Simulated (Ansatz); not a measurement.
# A convergence test on PbS (Galena): wavefunction cutoff

Wanted: the cheapest wavefunction cutoff that holds the PBE gap of PbS (Galena).

Main program and level: Ansatz 0.2.0; DFT, PBE, plane waves, PAW; PAW set soft_1.

Report form: the programs' logs are mostly left out.

The database entry behind the starting cell differs from later determinations by our own check (about 0.1 % short), so it need not match the best structure at ambient conditions.

### Step 1. Set-up

It takes space group Fm-3m (No. 225, cubic). The conventional cell has a = 5.931 Å, b = 5.931 Å, c = 5.931 Å, α = 90.00°, β = 90.00°, γ = 90.00°. Pb has 6 S at 2.97 Å nearest. S has 6 Pb at 2.97 Å nearest. Farther neighbours and most contacts between anions are not listed.

The cell and positions come from the Crystallography Open Database and are kept as given unless a step says otherwise. Spin-orbit coupling is left out unless a step names it.

### Step 2. Wavefunction cutoff: 190 eV

Input file input.yaml:

```yaml
crystal:
  lattice:
    - [0.0, 2.96575, 2.96575]
    - [2.96575, 0.0, 2.96575]
    - [2.96575, 2.96575, 0.0]
  atoms:
    - { symbol: Pb, position: [0.0, 0.0, 0.0] }
    - { symbol: S, position: [0.5, 0.5, 0.5] }
kpoints:
  mp_grid: { grid: [6, 6, 6] }
  band_path:
    path:
      - [0.0, 0.0, 0.0]
      - [0.5, 0.0, 0.5]
      - [0.625, 0.25, 0.625]
      - [0.375, 0.375, 0.75]
      - [0.5, 0.5, 0.5]
      - [0.5, 0.25, 0.75]
    npoints: 1
hamiltonian:
  xc: pbe
  pseudopotentials: { kind: paw, azcp: { folder: soft_1 } }
scf:
  occupations: { method: fermi_dirac, width: 0.02 }
  n_extra_bands: 4
  max_iter: 80
output:
  eigenvalues: true
basis:
  ecutwfc: 190.0
```

Launch:

```console
$ ansatz run input.yaml --threads 24 --pin off --max-ram 82944MiB --backend cuda --events-out ev --progress --plain --runs-dir out --devices 1 --max-vram 78GiB
```

Wall time 1.7 s (1 × NVIDIA GB200 (shared by 2 runs) with 24 threads of Arm Neoverse V2, shared host); peak memory 1.1 GiB.

This step gave:

- gap: 0.7806 eV
- valence top at: L
- conduction bottom at: L
- least direct gap: 0.7806 eV

The gap is direct, at (0.500, 0.500, 0.500).

### Step 3. Wavefunction cutoff: 290 eV

Edit input.yaml of step 2 so:

```diff
@@ -23,3 +23,3 @@
 scf:
-  occupations: { method: fermi_dirac, width: 0.02 }
+  occupations: { method: fixed }
   n_extra_bands: 4
@@ -29,2 +29,2 @@
 basis:
-  ecutwfc: 190.0
+  ecutwfc: 290.0
```

Elapsed: 1.6 s, on 1 × NVIDIA GB200 (shared by 2 runs) with 24 threads; peak memory 1.1 GiB.

This step gave:

```
gap                  : 0.3836 eV
valence top at       : L
conduction bottom at : L
least direct gap     : 0.3836 eV
```

The gap is 0.384 eV, −0.397 eV from the run before at this level.

### Step 4. Wavefunction cutoff: 420 eV (the default)

input.yaml, the sections that differ from step 3:

```yaml
kpoints:
  mp_grid: { grid: [6, 6, 6] }
  band_path:
    path:
      - [[0.0, 0.0, 0.0], [0.5, 0.0, 0.5], [0.625, 0.25, 0.625]]
      - [[0.375, 0.375, 0.75], [0.0, 0.0, 0.0], [0.5, 0.5, 0.5], [0.5, 0.25, 0.75], [0.5, 0.0, 0.5]]
    npoints: 10
scf:
  occupations: { method: fermi_dirac, width: 0.02 }
  n_extra_bands: 4
# crystal, hamiltonian, output: as in step 3
# basis: removed
```

Wall time 1.8 s (1 × NVIDIA GB200 (shared by 2 runs) with 24 threads); peak memory 1 GiB; 1.8 s of CPU time.

Numbers from this step:

```
gap                  : 0.3666 eV
valence top at       : L
conduction bottom at : L
least direct gap     : 0.3666 eV
```

The gap is 0.367 eV, −0.017 eV from the run before at this level.

### Step 5. Wavefunction cutoff: 630 eV

input.yaml, the sections that differ from step 4:

```yaml
kpoints:
  mp_grid: { grid: [6, 6, 6] }
  band_path:
    path:
      - [0.0, 0.0, 0.0]
      - [0.5, 0.0, 0.5]
      - [0.625, 0.25, 0.625]
      - [0.375, 0.375, 0.75]
      - [0.5, 0.5, 0.5]
      - [0.5, 0.25, 0.75]
    npoints: 1
scf:
  occupations: { method: fixed }
  n_extra_bands: 4
  max_iter: 80
basis:
  ecutwfc: 630.0
# crystal, hamiltonian, output: as in step 4
```

Elapsed: 1.7 s, on 1 × NVIDIA GB200 (shared by 2 runs) with 24 threads; peak memory 1 GiB; 1.7 s of CPU time.

This step gave:

```
gap                  : 0.3667 eV
valence top at       : L
conduction bottom at : L
least direct gap     : 0.3667 eV
```

The gap is 0.367 eV, as in the run before at this level.

### Step 6. The series

Differences are against the last row; a negative gap means that bands overlap, and a run with a band path holds that path's time. Times are wall times on 1 × NVIDIA GB200 (shared by 2 runs) with 24 threads of Arm Neoverse V2, shared host, good to a factor of about two.

| wavefunction cutoff | gap (eV) | direct gap (eV) | gap error (eV) | energy error (meV/atom) | irreducible k | time |
| --- | --- | --- | --- | --- | --- | --- |
| 190 eV | 0.781 | 0.781 | +0.414 | +4100.7 | 16 | 1.7 s |
| 290 eV | 0.384 | 0.384 | +0.017 | +49.5 | 16 | 1.6 s |
| 420 eV | 0.367 | 0.367 | −0.0001 | +0.7 | 16 | 1.8 s |
| 630 eV | 0.367 | 0.367 | +0.000 | +0.0 | 16 | 1.7 s |

### Step 7. Summary of results

```
190 eV : 0.781 eV
290 eV : 0.384 eV
420 eV : 0.367 eV
630 eV : 0.367 eV
```

The gap holds to 0.02 eV from 290 eV on. At 190 eV the gap is off by +0.414 eV and the energy by +4101 meV/atom.

[Paths, hosts, dates, memory and timing lines, banners, echoed tables and standing remarks are left out of the program output.]

[Logs are printed without paths, hosts, clocks, repeated set-up lines and the standing remarks that a program may print on its own settings, such as how far it seeks lower states.]

[Runs of the session that timed out or met a known fault of the program may be left out.]

[Cells called generated may have been cut or substituted from an entry of the Crystallography Open Database or the Materials Project.]

[Hosts, paths, dates, database ids (printed as entryN), source tags and the programs' standing remarks are cut or masked in the printed files.]
